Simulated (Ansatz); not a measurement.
# Binding curve of twisted 1T-TiS2 bilayer, 21.79° (42 atoms)

The cell holds 42 atoms: 14 Ti and 28 S. Its edges and angles: a = 9.022 Å, b = 9.022 Å, c = 20.860 Å, α = 90.0°, β = 90.0°, γ = 120.0°. It derives from TiS2 (1T-TiS2). The starting structure: 1T-TiS2 (a = 3.41 Å) under 1T-TiS2 (a = 3.41 Å), bilayer, commensurate cell of 7 unit cells a layer, twist 21.79 deg; facing planes 3.14 Å apart; 12 Å of vacuum; layers as built, displaced by a Gaussian of 0.01 Å. Regions: layer 1, 21 atoms (7 Ti and 14 S); layer 2, 21 atoms (7 Ti and 14 S). Vacuum lies along c.

Calculated with Ansatz 0.2.0: Kohn-Sham DFT, PBE+D3(BJ), PAW (set soft_2), plane waves; cutoff 420 eV, k-mesh 3×3×1, gaussian smearing of 0.05 eV. The upper part is moved rigidly along the normal by z from its relaxed place. Energies are the whole cell less its two frozen parts, over the face of 70.49 Å².

| shift z (Å) | interaction energy (meV/Å²) |
| --- | --- |
| -0.3 | -21.71 |
| +0.0 | -24.79 |
| +0.3 | -23.16 |
| +0.8 | -17.73 |
| +1.6 | ? |
| +3.0 | -4.957 |

**Question.** Fit the universal binding curve to the rows given and interpolate to the withheld row.

**Working.**

The universal binding curve is E(z) = −D (1 + z/l) exp(−z/l), whose curvature at z = 0 is D/l². The depth is D = 24.79 meV/Å². The three points about zero give the curvature [E(+0.3) + E(−0.3) − 2E(0)] / 0.3² = 52.13 meV/Å⁴, so l = √(D / curvature) = 0.689 Å. At z = 1.6 Å, z/l = 2.321.

Prediction at +1.6: -8.084 meV/Å². The run gave -10.53 meV/Å², so the fit is high by 2.5 meV/Å² (23 % of the value).

At the last row, z = 3 Å, the curve gives -1.71 against -4.96 meV/Å² computed: the computed tail is longer than the exponential, as the curve was made for metallic and covalent adhesion, while a dispersion term decays as a power of the distance. Among the rows given, the largest miss of the fit is at +3.0, by 3.2 meV/Å² (16 % of the range of the table).

Limits: The parts are rigid, and they also feel their periodic images through the vacuum.

[Hosts, paths, dates, database ids (printed as entryN), source tags and the programs' standing remarks are cut or masked in the printed files.]
